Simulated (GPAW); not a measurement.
# BaAlSiH (P3m1): G0W0 on several meshes in GPAW

How does the mesh move the gap of BaAlSiH (P3m1)?

Program: GPAW 26.7.0. Level of theory: LDA and many-body steps on it, plane waves. Results are calculated unless marked as measured.

## 1. The starting structure

Symmetry: P3m1, No. 156, trigonal system. The conventional cell has a = 4.334 Å, b = 4.334 Å, c = 5.263 Å, α = 90.00°, β = 90.00°, γ = 120.00°. Nearest to Ba lie 3 H at 2.60 Å and 3 Si at 3.47 Å and 3 Al at 3.50 Å. Al has 1 H at 1.74 Å and 3 Si at 2.54 Å nearest. Nearest to Si lie 3 Al at 2.54 Å and 3 H at 3.30 Å and 3 Ba at 3.47 Å. Nearest to H lie 1 Al at 1.74 Å and 3 Ba at 2.60 Å. Farther neighbours are not listed.

Coordinates:

```xyz
4
Lattice="4.3342 0.0000 0.0000 -2.1671 3.7536 0.0000 0.0000 0.0000 5.2626" Properties=species:S:1:pos:R:3 pbc="T T T"
Ba    0.0000    0.0000    0.0023
Al    2.1671    1.2512    2.4484
Si    0.0000    2.5024    2.8539
H     2.1671    1.2512    0.7100
```

The cell and positions are those that the Materials Project relaxed with its own functionals (PBE, PBE+U or r2SCAN), kept fixed. Spin-orbit coupling is left out unless a step names it.

## 2. Empty states on the mesh, 3×3×2 mesh, 403 bands

This step: GPAW 26.7.0; DFT, LDA, plane waves, PAW.

The sums over transitions need many empty states on a uniform mesh; this step solves for them.

run.py reads:

```python
import json
import numpy as np
from gpaw.mpi import world
from gpaw import GPAW

calc = GPAW('gs.gpw').fixed_density(kpts={'size': (3, 3, 2), 'gamma': True},
    parallel={'domain': 1, 'band': 1},
    txt='nscf.txt')
calc.diagonalize_full_hamiltonian(nbands=403)
calc.write('full.gpw', mode='all')
res = {}
kpts = calc.get_ibz_k_points()
res['kpts'] = kpts
res['eigenvalues'] = [calc.get_eigenvalues(kpt=k) for k in range(len(kpts))]
res['n_electrons'] = calc.get_number_of_electrons()

if world.rank == 0:
    with open('result.json', 'w') as f:
        json.dump(res, f, default=lambda x: x.tolist())
```

Command:

```console
mpirun -n 4 gpaw python run.py
```

Numbers of over 12 decimals in the logs are rounded to 6 here.

The program printed:

```text
Diagonalizing LCAO Hamiltonian
Converting LCAO to pw mode
convergence criteria:
- Maximum integral of absolute [eigenst]ate change: 4e-08 eV^2 / valence electron
maximum number of iterations: 100

SCF iterations
|iter     |     time |      energy | eigst |  dens |
|iter:   1|  |             | +0.98 |       |
|iter:   2|  |             | +0.18 |       |
|iter:   3|  |             | -0.65 |       |
[...]
|iter:  11|  |             | -6.66 |       |
|iter:  12|  |             | -7.16 |       |
|iter:  13|  |             | -7.66c|       |
SCF steps: 13
  __  _  _
 | _ |_)|_||  |
 |__||  | ||/\| - 26.7.0

Input parameters:
  mode=PW(ecut=600.0),
  convergence={'density': 1e-06, 'bands': -3},
  gpts=array([25, 25, 30]),
  kpts=MonkhorstPack(size=(3, 3, 2), gamma=True),
  maxiter=100,
  nbands=17,
  occupations=Occupations(name='fermi-dirac', width=0.001, fixmagmom=False),
  parallel={'domain': 1, 'band': 1},
  xc=XC(name='LDA')
Matrix size: 2871x2871
# Writing to full.gpw (mode='all')
  [... matrices ...]

timing:  # [seconds]
  Total: 46.709  # ━━━━━━━━━━━━━━━━━━━━━━━━━━━━━━━━━━━━━━━━━━━━━━━━━━━━━━━━━━
```

The job ended after 51 s (4 MPI ranks of Arm Neoverse V1, shared host; peak memory 2.8 GiB).

This step gave:

| Property | Result |
| --- | --- |
| gap | 1.067 eV |
| k of the valence top | 0, 0, 0.5 |
| k of the conduction bottom | 0.3333, 0, 0 |
| least direct gap | 1.651 eV |
| k points computed | 6 |
| lowest point of the top converged band, above the valence top | 148.8459 eV |

On this mesh the gap is 1.067 eV.

## 3. 3×3×2

G0W0 replaces the xc potential by the self-energy, built once from these orbitals. Only a window of levels is corrected, while the sums run over the empty bands that the input names.

This step: G0W0 on LDA, plane waves, PAW.

run.py reads:

```python
import json
import numpy as np
from gpaw.mpi import world
from gpaw.response.g0w0 import G0W0

gw = G0W0('full.gpw',
    filename='gw',
    kpts=[0, 1, 2],
    bands=(7, 11),
    ecut=48,
    nbands=64,
    integrate_gamma='WS',
    ppa=True)
gw.calculate()
res = {mode: {k: v for k, v in r.items() if k != 'sigma_eskwn'}
       for mode, r in gw.all_results.items()}

if world.rank == 0:
    with open('result.json', 'w') as f:
        json.dump(res, f, default=lambda x: x.tolist())
```

Command:

```console
mpirun -n 4 gpaw python run.py
```

The program printed:

```text
Using integrator: PointIntegrator
FrequencyGridDescriptor(from 0.000+0.000j to 0.000+27.211j eV, 2 points)
Nonperiodic BCs:  [False False False]
Using integrator: PointIntegrator
FrequencyGridDescriptor(from 0.000+0.000j to 0.000+27.211j eV, 2 points)
Nonperiodic BCs:  [False False False]
  ___  _ _ _
 |   || | | |
 | | || | | |
 |__ ||_____|
 |___|

BZ k-points: Symmetries present (total): 6

  [... matrices ...]
18 k-points: 3 x 3 x 2 Monkhorst-Pack grid + [0.000000,0.000000,1/4]
6 k-points in the irreducible part of the Brillouin zone
       k-points in crystal coordinates                weights
   0:     0.00000000    0.00000000    0.00000000          1/18
   1:     0.00000000    0.00000000    0.50000000          1/18
   2:     0.33333333    0.00000000    0.00000000          6/18
   3:     0.33333333    0.00000000    0.50000000          6/18
   4:     0.33333333    0.33333333    0.00000000          2/18
   5:     0.33333333    0.33333333    0.50000000          2/18

Distributing spins, k-points and bands (1 x 3 x 4) over 4 processes
Number of blocks: 1

Quasi particle states:
k-points (IBZ indices): [0, 1, 2]
Band range: (7, 11)
  [... matrices ...]
Computational parameters:
Plane wave cut-off: 48 eV
Number of bands: 64
Coulomb cutoff: None
Broadening: 0.1 eV

fxc modes: GW
Kernel: RPA
Using Godby-Needs plasmon-pole approximation:
  Fitting energy: i*E0, E0 = 1.000 Hartree
Summing all q:

Calculating screened Coulomb potential
No Coulomb truncation
FrequencyGridDescriptor(from 0.000+0.000j to 0.000+27.211j eV, 2 points)
Removing empty qpoint cache files...

Calculating chi0 body with:
    Ground state adapter containing:
    Number of spins: 1
    Number of kpoints: 18
    Number of irreducible kpoints: 6
    Number of completely occupied states: 9
    Number of partially occupied states: 9
    Occupied states memory: 2.574921 M / cpu

    Linear response parametrization:
    q_c: [0.0, 0.0, 0.0]
    Number of frequency points: 2
    Planewave cutoff: 48.0
    Number of bands: 64
    Number of planewaves: 59
    Broadening (eta): 1e-06
    comm.size: 4
    kncomm.size: 4
    blockcomm.size: 1

    Memory estimate of potentially large arrays:
        chi0_wGG: 0.106232 M / cpu
Integrating chi0 body.

Symmetries of q_c:
    Direct symmetries (Uq -> q): 6
    Indirect symmetries (TUq -> q): 6
In total 12 allowed symmetries.

  [... matrices ...]
6 groups of equivalent kpoints. 66.666667% reduction.

Integral kind: response function
Integrating chi0 head and wings.

Symmetries of q_c:
    Direct symmetries (Uq -> q): 6
    Indirect symmetries (TUq -> q): 6
In total 12 allowed symmetries.

  [... matrices ...]
6 groups of equivalent kpoints. 66.666667% reduction.

Integral kind: response function wings

Calculating chi0 body with:
    Ground state adapter containing:
    Number of spins: 1
    Number of kpoints: 18
    Number of irreducible kpoints: 6
    Number of completely occupied states: 9
    Number of partially occupied states: 9
    Occupied states memory: 2.574921 M / cpu

[... the further q-points ...]

Results:
f:      Occupation numbers
eps:     KS-eigenvalues [eV]
vxc:     KS vxc [eV]
exx:     Exact exchange [eV]
sigma:   Self-energies [eV]
dsigma:  Self-energy derivatives
Z:       Renormalization factors
qp:      QP-energies [eV]

k-point 0 (0): (0.000, 0.000, 0.000)                GW
band       f     eps     vxc     exx   sigma  dsigma       Z      qp
                                                                   GW
   7   1.000   5.188 -11.702 -13.050   1.397  -0.298   0.770   5.226
   8   1.000   5.188 -11.702 -13.050   1.396  -0.298   0.770   5.225
   9   0.000   6.927 -11.301  -7.221  -3.454  -0.286   0.778   7.415
  10   0.000   8.779 -10.809  -6.124  -3.956  -0.288   0.776   9.344

k-point 1 (1): (0.000, 0.000, 0.500)                GW
band       f     eps     vxc     exx   sigma  dsigma       Z      qp
                                                                   GW
   7   1.000   5.535 -12.038 -13.420   1.429  -0.299   0.770   5.571
   8   1.000   5.677 -11.155 -12.237   1.111  -0.296   0.771   5.699
[...]
k-point 2 (2): (0.333, 0.000, 0.000)                GW
band       f     eps     vxc     exx   sigma  dsigma       Z      qp
                                                                   GW
[...]
8   1.000   5.087 -10.659 -11.466   0.890  -0.294   0.773   5.151
   9   0.000   6.744 -10.383  -6.626  -3.240  -0.278   0.783   7.148
  10   0.000   8.035 -10.727  -6.322  -3.765  -0.275   0.784   8.536
```

The job ended after 12 s (4 MPI ranks; peak memory 1.4 GiB; 46 s of CPU time).

This step gave:

```
G0W0 gap on the points computed              : 1.449 eV
least direct G0W0 gap on the computed points : 1.997 eV
Z at the valence top                         : 0.7713
Z at the conduction bottom                   : 0.7825
starting gap on the mesh                     : 1.067 eV
k of the valence top                         : 0, 0, 0.5
k of the conduction bottom                   : 0.3333, 0, 0
```

The gap on the mesh goes from 1.07 eV to 1.45 eV, a correction of +0.38 eV.

## 4. Empty states on the mesh, 3×3×4 mesh, 74 bands

This step: DFT, LDA, plane waves, PAW.

run.py reads:

```python
import json
import numpy as np
from gpaw.mpi import world
from gpaw import GPAW

calc = GPAW('gs.gpw').fixed_density(kpts={'size': (3, 3, 4), 'gamma': True},
    nbands=86,
    convergence={'bands': 74},
    txt='nscf.txt')
calc.write('full.gpw', mode='all')
res = {}
kpts = calc.get_ibz_k_points()
res['kpts'] = kpts
res['eigenvalues'] = [calc.get_eigenvalues(kpt=k) for k in range(len(kpts))]
res['n_electrons'] = calc.get_number_of_electrons()

if world.rank == 0:
    with open('result.json', 'w') as f:
        json.dump(res, f, default=lambda x: x.tolist())
```

Command:

```console
mpirun -n 4 gpaw python run.py
```

The program printed:

```text
Diagonalizing LCAO Hamiltonian
Converting LCAO to pw mode
convergence criteria:
- Maximum integral of absolute [eigenst]ate change: 4e-08 eV^2 / valence electron
maximum number of iterations: 100

SCF iterations
|iter     |     time |      energy | eigst |  dens |
|iter:   1|  |             | +4.16 |       |
|iter:   2|  |             | +2.91 |       |
|iter:   3|  |             | +1.81 |       |
[...]
|iter:  12|  |             | -6.75 |       |
|iter:  13|  |             | -7.11 |       |
|iter:  14|  |             | -7.73c|       |
SCF steps: 14
  __  _  _
 | _ |_)|_||  |
 |__||  | ||/\| - 26.7.0

Input parameters:
  mode=PW(ecut=600.0),
  convergence={'bands': 74},
  gpts=array([25, 25, 30]),
  kpts=MonkhorstPack(size=(3, 3, 4), gamma=True),
  maxiter=100,
  nbands=86,
  occupations=Occupations(name='fermi-dirac', width=0.001, fixmagmom=False),
  parallel={},
  xc=XC(name='LDA')
# Writing to full.gpw (mode='all')
  [... matrices ...]

timing:  # [seconds]
  Total: 0.059  # ━━━━━━━━━━━━━━━━━━━━━━━━━━━━━━━━━━━━━━━━━━━━━━━━━━━━━━━━━━━
```

Wall time 18 s (4 MPI ranks); peak memory 0.74 GiB; 74 s of CPU time.

This step gave:

```yaml
gap: 0.8525 eV
k_of_the_valence_top: 0, 0, 0.5
k_of_the_conduction_bottom: 0.3333, 0, -0.25
least_direct_gap: 1.272 eV
k_points_computed: 10
lowest_point_of_the_top_converged_band_above_the_valence_top: 37.34 eV
```

On this mesh the gap is 0.852 eV.

## 5. 3×3×4

This step: G0W0 on LDA, plane waves, PAW.

run.py reads:

```python
import json
import numpy as np
from gpaw.mpi import world
from gpaw.response.g0w0 import G0W0

gw = G0W0('full.gpw',
    filename='gw',
    kpts=[0, 2, 3],
    bands=(7, 11),
    ecut=48,
    nbands=64,
    integrate_gamma='WS',
    ppa=True)
gw.calculate()
res = {mode: {k: v for k, v in r.items() if k != 'sigma_eskwn'}
       for mode, r in gw.all_results.items()}

if world.rank == 0:
    with open('result.json', 'w') as f:
        json.dump(res, f, default=lambda x: x.tolist())
```

Command:

```console
mpirun -n 4 gpaw python run.py
```

The program printed:

```text
Using integrator: PointIntegrator
FrequencyGridDescriptor(from 0.000+0.000j to 0.000+27.211j eV, 2 points)
Nonperiodic BCs:  [False False False]
Using integrator: PointIntegrator
FrequencyGridDescriptor(from 0.000+0.000j to 0.000+27.211j eV, 2 points)
Nonperiodic BCs:  [False False False]
  ___  _ _ _
 |   || | | |
 | | || | | |
 |__ ||_____|
 |___|

BZ k-points: Symmetries present (total): 6

  [... matrices ...]
36 k-points: 3 x 3 x 4 Monkhorst-Pack grid + [0.000000,0.000000,1/8]
10 k-points in the irreducible part of the Brillouin zone
       k-points in crystal coordinates                weights
   0:     0.00000000    0.00000000    0.00000000          1/36
   1:     0.00000000    0.00000000    0.25000000          2/36
   2:     0.00000000    0.00000000    0.50000000          1/36
[...]
8:     0.33333333    0.33333333    0.25000000          4/36
   9:     0.33333333    0.33333333    0.50000000          2/36

Distributing spins, k-points and bands (1 x 3 x 4) over 4 processes
Number of blocks: 1

Quasi particle states:
k-points (IBZ indices): [0, 2, 3]
Band range: (7, 11)
  [... matrices ...]
Computational parameters:
Plane wave cut-off: 48 eV
Number of bands: 64
Coulomb cutoff: None
Broadening: 0.1 eV

fxc modes: GW
Kernel: RPA
Using Godby-Needs plasmon-pole approximation:
  Fitting energy: i*E0, E0 = 1.000 Hartree
Summing all q:

Calculating screened Coulomb potential
No Coulomb truncation
FrequencyGridDescriptor(from 0.000+0.000j to 0.000+27.211j eV, 2 points)
Removing empty qpoint cache files...

Calculating chi0 body with:
    Ground state adapter containing:
    Number of spins: 1
    Number of kpoints: 36
    Number of irreducible kpoints: 10
    Number of completely occupied states: 9
    Number of partially occupied states: 9
[...]
Memory estimate of potentially large arrays:
        chi0_wGG: 0.106232 M / cpu
Integrating chi0 body.

Symmetries of q_c:
    Direct symmetries (Uq -> q): 6
    Indirect symmetries (TUq -> q): 6
In total 12 allowed symmetries.

  [... matrices ...]
10 groups of equivalent kpoints. 72.222222% reduction.

Integral kind: response function
Integrating chi0 head and wings.

Symmetries of q_c:
    Direct symmetries (Uq -> q): 6
    Indirect symmetries (TUq -> q): 6
In total 12 allowed symmetries.

  [... matrices ...]
10 groups of equivalent kpoints. 72.222222% reduction.

Integral kind: response function wings

Calculating chi0 body with:
    Ground state adapter containing:
    Number of spins: 1
    Number of kpoints: 36
    Number of irreducible kpoints: 10
    Number of completely occupied states: 9
    Number of partially occupied states: 9
    Occupied states memory: 2.574921 M / cpu

[... the further q-points ...]

Results:
f:      Occupation numbers
eps:     KS-eigenvalues [eV]
vxc:     KS vxc [eV]
exx:     Exact exchange [eV]
sigma:   Self-energies [eV]
dsigma:  Self-energy derivatives
Z:       Renormalization factors
qp:      QP-energies [eV]

k-point 0 (0): (0.000, 0.000, 0.000)                GW
band       f     eps     vxc     exx   sigma  dsigma       Z      qp
                                                                   GW
   7   1.000   5.188 -11.702 -13.054   1.402  -0.299   0.770   5.227
   8   1.000   5.188 -11.702 -13.054   1.402  -0.299   0.770   5.227
   9   0.000   6.927 -11.301  -7.235  -3.436  -0.286   0.778   7.417
[...]
k-point 1 (2): (0.000, 0.000, 0.500)                GW
band       f     eps     vxc     exx   sigma  dsigma       Z      qp
                                                                   GW
[...]
k-point 2 (3): (0.333, 0.000, -0.250)                GW
band       f     eps     vxc     exx   sigma  dsigma       Z      qp
                                                                   GW
[...]
9   0.000   6.529 -10.088  -6.279  -3.282  -0.272   0.786   6.943
  10   0.000   8.039 -10.764  -6.320  -3.756  -0.274   0.785   8.578
```

Elapsed: 20 s, on 4 MPI ranks; peak memory 1.3 GiB; 80 s of CPU time.

This step gave:

```yaml
g0w0_gap_on_the_points_computed: 1.255 eV
least_direct_g0w0_gap_on_the_computed_points: 1.661 eV
z_at_the_valence_top: 0.7719
z_at_the_conduction_bottom: 0.7862
starting_gap_on_the_mesh: 0.8525 eV
k_of_the_valence_top: 0, 0, 0.5
k_of_the_conduction_bottom: 0.3333, 0, -0.25
```

Against G0W0 in GPAW (3×3×2 mesh, 64 bands, screening to 48 eV, Godby-Needs plasmon pole), the gap moves by −0.194 eV.

## 6. Side by side

Times are wall times on 4 MPI ranks of Arm Neoverse V1, shared host, good to a factor of about two.

```tsv
run	mesh	bands	screening cutoff (eV)	DFT gap (eV)	gap on the mesh (eV)	direct (eV)	time
3×3×2	3×3×2	64	48	1.067	1.449	1.997	12 s
3×3×4	3×3×4	64	48	0.852	1.255	1.661	20 s
```

## 7. What came out

```yaml
3x3x2: 1.449 eV
3x3x4: 1.255 eV
known_limits: not at the basis limit; no spin-orbit coupling; coarse k mesh
```

What this shows: 3×3×4: −0.194 eV against 3×3×2, −0.215 eV of it in the start. Bands and cutoff are finite, so the gap is not at the basis limit. The miss can reach some tenths of an eV and take either sign; the mesh is an error of its own. These stock PAW sets were not made for GW. In the G0W0 runs levels were corrected at 3 k points alone, so a gap called «on the mesh» is the least over those, and an edge elsewhere would be missed. A denser mesh or path gives a starting gap of 0.69 eV: the GW mesh misses a band edge, so its gaps are not the fundamental one. The 3×3×2 mesh is coarse for this cell, which bears on the long-range parts of exchange and screening. The many-body steps are scalar-relativistic: spin-orbit coupling is not in them.

[Paths, hosts, dates, memory and timing lines, banners, echoed tables and standing remarks are left out of the program output.]

[Logs are printed without paths, hosts, clocks, repeated set-up lines and the standing remarks that a program may print on its own settings, such as how far it seeks lower states.]

[Runs of the session that timed out or met a known fault of the program may be left out.]

[Hosts, paths, dates, database ids (printed as entryN), source tags and the programs' standing remarks are cut or masked in the printed files.]
